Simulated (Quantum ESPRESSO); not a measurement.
# KMgF3 (Pm-3m): Raman and infrared activity, part 2 of 2

Wanted: vibrational spectra of KMgF3 (Pm-3m) from linear and non-linear response.

Quantum ESPRESSO 8.0 development, patched; DFT LDA, scalar-relativistic, plane waves, PseudoDojo norm-conserving pseudopotentials.

So far. Step 2 (A probe with smearing): A gap of 7.0 eV opens on this mesh, so the crystal is taken as an insulator; the start stands at -4.6 GPa. Step 4 (Ground state): The cell stands at -0.02 GPa, close enough for phonons. The relaxed cell has a = 3.907 Å (conventional setting).

### 5. Linear response at Γ

At q = 0 one unit cell holds all displacements; symmetry groups them into irreducible representations that are solved one by one. The response to a field gives ε∞ and the Born charges, which polar modes need. Third-order response adds the Raman tensors.

File ph.in:

```
phonons
 &inputph
    prefix='x',
    outdir='./tmp',
    fildyn='g.dyn',
    tr2_ph=1.0d-18,
    epsil=.true.,
    lraman=.true.,
    elop=.true.,
 /
0.000000000000 0.000000000000 0.000000000000
```

Started as:

```console
$ OMP_NUM_THREADS=1 mpirun -n 4 ph.x -nk 4 -in ph.in > ph.out
```

Output:

```text
[banners, grids, parts of the stress and lines that vanish by symmetry left out]
[banner, memory and clock lines left out]
Program PHONON v.8.0dev

[...]
(   1q-points):
[...]
Exchange-correlation= PW
                           (   1   4   0   0   0   0   0)
[...]
kinetic-energy cut-off    =      84.0000  Ry
     charge density cut-off    =     336.0000  Ry
     convergence threshold     =      1.0E-18
[...]
Exchange-correlation= PW
                           (   1   4   0   0   0   0   0)
[...]
q = (   0.0000000   0.0000000   0.0000000 )
     49 Sym.Ops. (with q -> -q+G )
     G cutoff =  463.9259  (  41851 G-vectors)     FFT grid: ( 45, 45, 45)
     number of k points=    35
[...]
Mode symmetry, O_h (m-3m)  point group:
[...]
Dielectric constant
[...]
End of electric fields calculation
          Dielectric constant in cartesian axis
          (       2.158010758       0.000000000       0.000000000 )
          (       0.000000000       2.158010758       0.000000000 )
          (       0.000000000       0.000000000       2.158010758 )
          Effective charges (d Force / dE) in cartesian axis without acoustic sum rule applied (asr)
           atom    1  K     Mean Z*:        1.19501
      Ex  (        1.19501        0.00000        0.00000 )
      Ey  (        0.00000        1.19501        0.00000 )
      Ez  (        0.00000        0.00000        1.19501 )
           atom    2  Mg    Mean Z*:        1.98930
      Ex  (        1.98930        0.00000        0.00000 )
      Ey  (        0.00000        1.98930        0.00000 )
      Ez  (        0.00000        0.00000        1.98930 )
           atom    3  F     Mean Z*:       -1.06135
      Ex  (       -1.25159        0.00000        0.00000 )
      Ey  (        0.00000       -0.96623        0.00000 )
      Ez  (        0.00000        0.00000       -0.96623 )
           atom    4  F     Mean Z*:       -1.06135
      Ex  (       -0.96623        0.00000        0.00000 )
      Ey  (        0.00000       -1.25159        0.00000 )
      Ez  (        0.00000        0.00000       -0.96623 )
           atom    5  F     Mean Z*:       -1.06135
      Ex  (       -0.96623        0.00000        0.00000 )
      Ey  (        0.00000       -0.96623        0.00000 )
      Ez  (        0.00000        0.00000       -1.25159 )
          Effective charges Sum: Mean:        0.00026
[...]
Effective charges (d Force / dE) in cartesian axis with asr applied:
           atom    1  K     Mean Z*:        1.19496
[...]
atom    2  Mg    Mean Z*:        1.98925
[...]
atom    3  F     Mean Z*:       -1.06140
[...]
atom    4  F     Mean Z*:       -1.06140
[...]
atom    5  F     Mean Z*:       -1.06140
[...]
Dielectric constant from finite-differences
          (       2.157997674       0.000000000       0.000000000 )
          (       0.000000000       2.157997674       0.000000000 )
          (       0.000000000       0.000000000       2.157997674 )
[...]
(       0.000000000       0.000000000       0.000000000 )
          (       0.000000000       0.000000000       0.000000000 )
          (       0.000000000       0.000000000       0.000000000 )
          (       0.000000000       0.000000000      -0.000000000 )
          (       0.000000000       0.000000000       0.000000000 )
          (       0.000000000       0.000000000       0.000000000 )
          (       0.000000000       0.000000000       0.000000000 )
          (       0.000000000       0.000000000       0.000000000 )
[...]
(       0.000000000       0.000000000       0.000000000 )
          (       0.000000000       0.000000000       0.000000000 )
          (       0.000000000       0.000000000       0.000000000 )
          (       0.000000000       0.000000000       0.000000000 )
          (       0.000000000       0.000000000       0.000000000 )
[...]
Representation #   1 modes #   1   2   3
[...]
End of self-consistent calculation
     Convergence has been achieved
     Representation #   2 modes #   4   5   6
[...]
End of self-consistent calculation
     Convergence has been achieved
     Representation #   3 modes #   7   8   9
[...]
End of self-consistent calculation
     Convergence has been achieved
     Representation #   4 modes #  10  11  12
[...]
End of self-consistent calculation
     Convergence has been achieved
     Representation #   5 modes #  13  14  15
[...]
End of self-consistent calculation
     Convergence has been achieved
[...]
Dielectric constant in cartesian axis
          (       2.158010758       0.000000000       0.000000000 )
          (       0.000000000       2.158010758       0.000000000 )
          (       0.000000000       0.000000000       2.158010758 )
          Effective charges (d Force / dE) in cartesian axis without acoustic sum rule applied (asr)
           atom    1  K     Mean Z*:        1.19501
      Ex  (        1.19501        0.00000        0.00000 )
      Ey  (        0.00000        1.19501        0.00000 )
      Ez  (        0.00000        0.00000        1.19501 )
           atom    2  Mg    Mean Z*:        1.98930
      Ex  (        1.98930        0.00000        0.00000 )
      Ey  (        0.00000        1.98930        0.00000 )
      Ez  (        0.00000        0.00000        1.98930 )
           atom    3  F     Mean Z*:       -1.06135
      Ex  (       -1.25159        0.00000        0.00000 )
      Ey  (        0.00000       -0.96623        0.00000 )
      Ez  (        0.00000        0.00000       -0.96623 )
           atom    4  F     Mean Z*:       -1.06135
      Ex  (       -0.96623        0.00000        0.00000 )
      Ey  (        0.00000       -1.25159        0.00000 )
      Ez  (        0.00000        0.00000       -0.96623 )
           atom    5  F     Mean Z*:       -1.06135
      Ex  (       -0.96623        0.00000        0.00000 )
      Ey  (        0.00000       -0.96623        0.00000 )
      Ez  (        0.00000        0.00000       -1.25159 )
          Effective charges Sum: Mean:        0.00026
[...]
Effective charges (d Force / dE) in cartesian axis with asr applied:
           atom    1  K     Mean Z*:        1.19496
[...]
atom    2  Mg    Mean Z*:        1.98925
[...]
atom    3  F     Mean Z*:       -1.06140
[...]
atom    4  F     Mean Z*:       -1.06140
[...]
atom    5  F     Mean Z*:       -1.06140
[...]
q = (    0.000000000   0.000000000   0.000000000 )
[...]
freq (    1) =       0.249318 [THz] =       8.316346 [cm-1]
     freq (    2) =       0.249318 [THz] =       8.316346 [cm-1]
     freq (    3) =       0.249318 [THz] =       8.316346 [cm-1]
     freq (    4) =       4.662289 [THz] =     155.517229 [cm-1]
     freq (    5) =       4.662289 [THz] =     155.517229 [cm-1]
     freq (    6) =       4.662289 [THz] =     155.517229 [cm-1]
     freq (    7) =       5.556749 [THz] =     185.353192 [cm-1]
     freq (    8) =       5.556749 [THz] =     185.353192 [cm-1]
     freq (    9) =       5.556749 [THz] =     185.353192 [cm-1]
     freq (   10) =       8.564729 [THz] =     285.688599 [cm-1]
     freq (   11) =       8.564729 [THz] =     285.688599 [cm-1]
     freq (   12) =       8.564729 [THz] =     285.688599 [cm-1]
     freq (   13) =      15.478976 [THz] =     516.323079 [cm-1]
     freq (   14) =      15.478976 [THz] =     516.323079 [cm-1]
     freq (   15) =      15.478976 [THz] =     516.323079 [cm-1]
[...]
Mode symmetry, O_h (m-3m)  point group:
     freq (   1-   3) =          8.3  [cm-1]   --> T_1u G_15  G_4- I
     freq (   4-   6) =        155.5  [cm-1]   --> T_1u G_15  G_4- I
     freq (   7-   9) =        185.4  [cm-1]   --> T_2u G_25  G_5-
     freq (  10-  12) =        285.7  [cm-1]   --> T_1u G_15  G_4- I
     freq (  13-  15) =        516.3  [cm-1]   --> T_1u G_15  G_4- I
```

Wall time 35 min (4 MPI ranks of Intel Xeon at 2.70GHz, shared host).

This step gave:

- miss of the charge sum rule: 2.60e-4 e
- largest acoustic frequency at the zone centre before the sum rule: 8.32 cm⁻¹
- highest optical zone-centre mode (no LO-TO term): 516.3 cm⁻¹
- lowest optical zone-centre mode: 155.5 cm⁻¹
- mean high-frequency dielectric constant: 2.158
- largest Born charge in size (third of the trace): 1.989 e

Born charge (rows field, columns displacement), before the sum rule (e), principal values of the symmetric part by kind of site:

| atom | atoms with these values | low | middle | high | mean |
| --- | --- | --- | --- | --- | --- |
| K1 | 1 | 1.20 | 1.20 | 1.20 | 1.20 |
| Mg2 | 1 | 1.99 | 1.99 | 1.99 | 1.99 |
| F3 | 3 | -1.25 | -0.97 | -0.97 | -1.06 |

In full for F3:

```
-1.25  0.00  0.00
 0.00 -0.97  0.00
 0.00  0.00 -0.97
```

High-frequency dielectric tensor:

```
2.16 0.00 0.00
0.00 2.16 0.00
0.00 0.00 2.16
```

The acoustic modes at Γ come out as far as 8.3 cm⁻¹ from zero, where they should vanish, a small numerical error; the Born charges miss their sum rule by 2.6e-4 e, which is good.

### 6. Modes with the sum rule

A rigid shift of the crystal must cost nothing, but grids and finite bases break this; the acoustic sum rule is imposed before the matrix is diagonalised again. With Born charges the intensities follow, and the static dielectric tensor.

File dynmat.in:

```
 &input
    fildyn='g.dyn',
    asr='simple',
    fileig='dynmat.eig',
    lperm=.true.,
 /
```

Started as:

```console
$ dynmat.x -in dynmat.in > dynmat.out
```

Output:

```text
[banner, memory and clock lines left out]
Program DYNMAT v.8.0dev

     Reading Dynamical Matrix from file g.dyn
     ...Force constants read
     ...epsilon and Z* read
     ...Raman cross sections read
     A direction for q was not specified:TO-LO splitting will be absent

     Polarizability (A^3 units)
     multiply by 0.721499 for Clausius-Mossotti correction (not under assume_isolated = 'mt')
         5.495532    0.000000    0.000000
         0.000000    5.495532    0.000000
         0.000000    0.000000    5.495532

     IR activities are in (D/A)^2/amu units

# mode   [cm-1]    [THz]      IR
    1     -0.00   -0.0000    0.0000
    2     -0.00   -0.0000    0.0000
    3     -0.00   -0.0000    0.0000
    4    155.46    4.6606    1.8136
    5    155.46    4.6606    1.8136
    6    155.46    4.6606    1.8136
    7    185.38    5.5576    0.0000
    8    185.38    5.5576    0.0000
    9    185.38    5.5576    0.0000
   10    285.44    8.5572    2.8378
   11    285.44    8.5572    2.8378
   12    285.44    8.5572    2.8378
   13    516.21   15.4756    4.1175
   14    516.21   15.4756    4.1175
   15    516.21   15.4756    4.1175

Electronic dielectric permittivity tensor (relative, adimensional)
         2.158011    0.000000    0.000000
         0.000000    2.158011    0.000000
         0.000000    0.000000    2.158011

 ... with zone-center polar mode contributions
         6.640190    0.000000   -0.000000
         0.000000    6.640190   -0.000000
        -0.000000   -0.000000    6.640190

[end of the log left out, with the tail of the file of modes that dynmat.x writes under the same name]
```

The job ended after 0.65 s (1 thread).

This step gave:

| Quantity | Value |
| --- | --- |
| highest optical zone-centre mode (no LO-TO term) | 516.2 cm⁻¹ |
| mean static dielectric constant | 6.640 |

Unit eigenvectors of the mass-weighted matrix after the sum rule; no LO-TO term. The modes at Γ (shares of kinetic energy by element, %):

| mode | frequency (cm⁻¹) | symmetry | K % | Mg % | F % |
| --- | --- | --- | --- | --- | --- |
| 1 | 0.0 | acoustic | 32 | 20 | 47 |
| 2 | 0.0 | acoustic | 32 | 20 | 47 |
| 3 | 0.0 | acoustic | 32 | 20 | 47 |
| 4 | 155.5 | T1u | 67 | 5 | 28 |
| 5 | 155.5 | T1u | 67 | 5 | 28 |
| 6 | 155.5 | T1u | 67 | 5 | 28 |
| 7 | 185.4 | T2u | 0 | 0 | 100 |
| 8 | 185.4 | T2u | 0 | 0 | 100 |
| 9 | 185.4 | T2u | 0 | 0 | 100 |
| 10 | 285.4 | T1u | 1 | 41 | 58 |
| 11 | 285.4 | T1u | 1 | 41 | 58 |
| 12 | 285.4 | T1u | 1 | 41 | 58 |
| 13 | 516.2 | T1u | 0 | 33 | 67 |
| 14 | 516.2 | T1u | 0 | 33 | 67 |
| 15 | 516.2 | T1u | 0 | 33 | 67 |

Displacements in mode 6 (155.5 cm⁻¹), the largest set to 1:
```
K1   0.07  0.15  1.00
Mg2 -0.03 -0.05 -0.36
F3  -0.03 -0.09 -0.58
F4  -0.04 -0.07 -0.58
F5  -0.04 -0.09 -0.44
```

Displacements in mode 7 (185.4 cm⁻¹), the largest set to 1:
```
K1   0.00  0.00  0.00
Mg2  0.00  0.00  0.00
F3   0.00 -0.40  1.00
F4   0.15  0.00 -1.00
F5  -0.15  0.40  0.00
```

Degenerate modes summed, no LO-TO term. Infrared lines, with heights relative to the strongest:

| position (cm⁻¹) | lines merged | label | IR intensity, relative |
| --- | --- | --- | --- |
| 155 | 3 | T1u | 44 |
| 185 | 3 | T2u | 0.0 |
| 285 | 3 | T1u | 69 |
| 516 | 3 | T1u | 100 |

Static dielectric tensor (ions relaxed, fixed cell):

```
6.64 0.00 0.00
0.00 6.64 0.00
0.00 0.00 6.64
```

The rule moves no optical mode by more than 0.3 cm⁻¹.

### 7. Sum rules set otherwise: a sum rule for molecules or wires on a crystal

This rule also removes rotations, which suits molecules and not a crystal; it is tried to see the harm.

File dynmat.in:

```
 &input
    fildyn='g.dyn',
    asr='zero-dim',
    fileig='dynmat.eig',
    lperm=.true.,
 /
```

Started as:

```console
$ dynmat.x -in dynmat.in > dynmat.out
```

Output:

```text
[banner, memory and clock lines left out]
Program DYNMAT v.8.0dev

     Reading Dynamical Matrix from file g.dyn
     ...Force constants read
     ...epsilon and Z* read
     ...Raman cross sections read
     Warning: this looks like a crystal, not a molecule in a box: use asr = 'crystal'
     Acoustic Sum Rule: || Z*(ASR) - Z*(orig)|| =    1.983193E-04
     Acoustic Sum Rule: ||dyn(ASR) - dyn(orig)||=    1.571883E-01
     Message from routine dynmat:
     WARNING: the charges keep any dipole. Ignore the strengths of the modes set to zero; with q typed a rigid rotation may get a frequency
     A direction for q was not specified:TO-LO splitting will be absent

     Polarizability (A^3 units)
     multiply by 0.721499 for Clausius-Mossotti correction (not under assume_isolated = 'mt')
         5.495532    0.000000    0.000000
         0.000000    5.495532    0.000000
         0.000000    0.000000    5.495532

     IR activities are in (D/A)^2/amu units

# mode   [cm-1]    [THz]      IR
    1     -0.00   -0.0000    0.0241
    2     -0.00   -0.0000    0.0180
    3     -0.00   -0.0000    0.0350
    4      0.00    0.0000    0.0029
    5      0.00    0.0000    0.0206
    6      0.00    0.0000    0.0011
    7    155.47    4.6610    1.8164
    8    176.84    5.3014    1.0683
    9    176.84    5.3014    1.0683
   10    246.95    7.4033    3.3275
   11    246.95    7.4033    3.3275
   12    285.71    8.5653    2.8300
   13    513.45   15.3928    4.3223
   14    513.45   15.3928    4.3223
   15    516.34   15.4794    4.1225

Electronic dielectric permittivity tensor (relative, adimensional)
         2.158011    0.000000    0.000000
         0.000000    2.158011    0.000000
         0.000000    0.000000    2.158011

 ... with zone-center polar mode contributions
         6.157898    0.240271    0.240271
         0.240271    6.157898    0.240271
         0.240271    0.240271    6.157898

[end of the log left out, with the tail of the file of modes that dynmat.x writes under the same name]
```

The job ended after 0.67 s (1 thread).

The run ended normally, but on settings that are not sound.

The fault: a sum rule for molecules or wires on a crystal; 3 optical modes are projected out to zero frequency, as if they were rotations, and the static dielectric tensor is spoilt.

For a crystal the rule has to be 'simple' or 'crystal'.

Zone-centre frequencies as printed; negative means imaginary. Modes:

| mode | frequency (cm⁻¹) |
| --- | --- |
| 1 | 0 |
| 2 | 0 |
| 3 | 0 |
| 4 | 0 |
| 5 | 0 |
| 6 | 0 |
| 7 | 155.5 |
| 8 | 176.8 |
| 9 | 176.8 |
| 10 | 246.9 |
| 11 | 246.9 |
| 12 | 285.7 |
| 13 | 513.5 |
| 14 | 513.5 |
| 15 | 516.3 |

### 8. Sum rules set otherwise (asr no)

Without the rule the raw error of the acoustic modes shows.

File dynmat.in:

```
 &input
    fildyn='g.dyn',
    asr='no',
    fileig='dynmat.eig',
    lperm=.true.,
 /
```

Started as:

```console
$ dynmat.x -in dynmat.in > dynmat.out
```

Output:

```text
[banner, memory and clock lines left out]
Program DYNMAT v.8.0dev

     Reading Dynamical Matrix from file g.dyn
     ...Force constants read
     ...epsilon and Z* read
     ...Raman cross sections read
     A direction for q was not specified:TO-LO splitting will be absent

     Polarizability (A^3 units)
     multiply by 0.721499 for Clausius-Mossotti correction (not under assume_isolated = 'mt')
         5.495532    0.000000    0.000000
         0.000000    5.495532    0.000000
         0.000000    0.000000    5.495532

     IR activities are in (D/A)^2/amu units

# mode   [cm-1]    [THz]      IR
    1      8.32    0.2493    0.0000
    2      8.32    0.2493    0.0000
    3      8.32    0.2493    0.0000
    4    155.52    4.6623    1.8192
    5    155.52    4.6623    1.8192
    6    155.52    4.6623    1.8192
    7    185.35    5.5567    0.0000
    8    185.35    5.5567    0.0000
    9    185.35    5.5567    0.0000
   10    285.69    8.5647    2.8281
   11    285.69    8.5647    2.8281
   12    285.69    8.5647    2.8281
   13    516.32   15.4790    4.1215
   14    516.32   15.4790    4.1215
   15    516.32   15.4790    4.1215

Electronic dielectric permittivity tensor (relative, adimensional)
         2.158011    0.000000    0.000000
         0.000000    2.158011    0.000000
         0.000000    0.000000    2.158011

 ... with zone-center polar mode contributions
         6.640309    0.000000    0.000000
         0.000000    6.640309   -0.000000
         0.000000   -0.000000    6.640309

[end of the log left out, with the tail of the file of modes that dynmat.x writes under the same name]
```

The job ended after 0.67 s (1 thread).

Read from the output:

- highest optical zone-centre mode (no LO-TO term): 516.3 cm⁻¹

Zone-centre frequencies as printed; negative means imaginary. Modes:

| mode | frequency (cm⁻¹) |
| --- | --- |
| 1 | 8.32 |
| 2 | 8.32 |
| 3 | 8.32 |
| 4 | 155.5 |
| 5 | 155.5 |
| 6 | 155.5 |
| 7 | 185.3 |
| 8 | 185.3 |
| 9 | 185.3 |
| 10 | 285.7 |
| 11 | 285.7 |
| 12 | 285.7 |
| 13 | 516.3 |
| 14 | 516.3 |
| 15 | 516.3 |

Against the first rule no mode moves by more than 8.4 cm⁻¹.

### 9. The LO-TO splitting (1 0 0)

A longitudinal polar mode sets up a macroscopic field that stiffens it; the term hangs on the direction from which q goes to zero.

File dynmat.in:

```
 &input
    fildyn='g.dyn',
    asr='simple',
    fileig='dynmat.eig',
    q(1)=1.0,
    q(2)=0.0,
    q(3)=0.0,
 /
```

Started as:

```console
$ dynmat.x -in dynmat.in > dynmat.out
```

Output:

```text
[banner, memory and clock lines left out]
Program DYNMAT v.8.0dev

     Reading Dynamical Matrix from file g.dyn
     ...Force constants read
     ...epsilon and Z* read
     ...Raman cross sections read

     Polarizability (A^3 units)
     multiply by 0.721499 for Clausius-Mossotti correction (not under assume_isolated = 'mt')
         5.495532    0.000000    0.000000
         0.000000    5.495532    0.000000
         0.000000    0.000000    5.495532

     IR activities are in (D/A)^2/amu units

# mode   [cm-1]    [THz]      IR
    1     -0.00   -0.0000    0.0000
    2     -0.00   -0.0000    0.0000
    3      0.00    0.0000    0.0000
    4    155.46    4.6606    1.8136
    5    155.46    4.6606    1.8136
    6    185.38    5.5576    0.0000
    7    185.38    5.5576    0.0000
    8    185.38    5.5576    0.0000
    9    192.20    5.7619    0.2883
   10    285.44    8.5572    2.8378
   11    285.44    8.5572    2.8378
   12    349.10   10.4657    1.7126
   13    516.21   15.4756    4.1175
   14    516.21   15.4756    4.1175
   15    598.86   17.9533    6.7681

[end of the log left out, with the tail of the file of modes that dynmat.x writes under the same name]
```

Wall time 0.78 s (1 thread).

Numbers from this step:

```yaml
highest_mode_moved_by_the_lo_to_term: 598.9 cm⁻¹
```

Zone-centre frequencies as printed; negative means imaginary. Modes:

| mode | frequency (cm⁻¹) |
| --- | --- |
| 1 | 0 |
| 2 | 0 |
| 3 | 0 |
| 4 | 155.5 |
| 5 | 155.5 |
| 6 | 185.4 |
| 7 | 185.4 |
| 8 | 185.4 |
| 9 | 192.2 |
| 10 | 285.4 |
| 11 | 285.4 |
| 12 | 349.1 |
| 13 | 516.2 |
| 14 | 516.2 |
| 15 | 598.9 |

The field moves 3 modes; the highest of them now lies at 599 cm⁻¹, where the highest that moved away lay at 516.

### 10. What came out

| Quantity | Value |
| --- | --- |
| space group after relaxation | Pm-3m |
| volume per atom | 11.9 Å³ |
| gap on the k-mesh | 7.47 eV |
| highest optical zone-centre mode (no LO-TO term) | 516.2 cm⁻¹ |
| lowest optical zone-centre mode | 155.5 cm⁻¹ |
| highest mode moved by the LO-TO term | 598.9 cm⁻¹ |
| mean high-frequency dielectric constant | 2.16 |
| largest Born charge in size (third of the trace) | 1.99 e |
| mean static dielectric constant | 6.64 |
| imaginary optical modes at the zone centre (no q mesh in this session) | none |

In words: No mode is Raman active in this structure; the strongest infrared line lies at 516 cm⁻¹. At the LDA level the optical modes of KMgF3 (Pm-3m) at the zone centre (no LO-TO term) run from 155 to 516 cm⁻¹. Along the directions run, the highest mode that the macroscopic field moves lies at 599 cm⁻¹. Lattice motion raises the mean dielectric constant from 2.158 to 6.640. Of the 12 optical modes, 9 are infrared active alone and 3 are silent. These are harmonic frequencies at zero temperature: anharmonic shifts and linewidths and thermal expansion are left out. The build is a development version in which the Raman tensors of release 7.5 are mended; dynmat.x leaves out the electro-optic term of LO lines.

[Host names and launcher messages were left out of these logs when they were recorded.]

[Logs are printed without paths, hosts, clocks, repeated set-up lines and the standing remarks that a program may print on its own settings, such as how far it seeks lower states.]

[Hosts, paths, dates, database ids (printed as entryN), source tags and the programs' standing remarks are cut or masked in the printed files.]
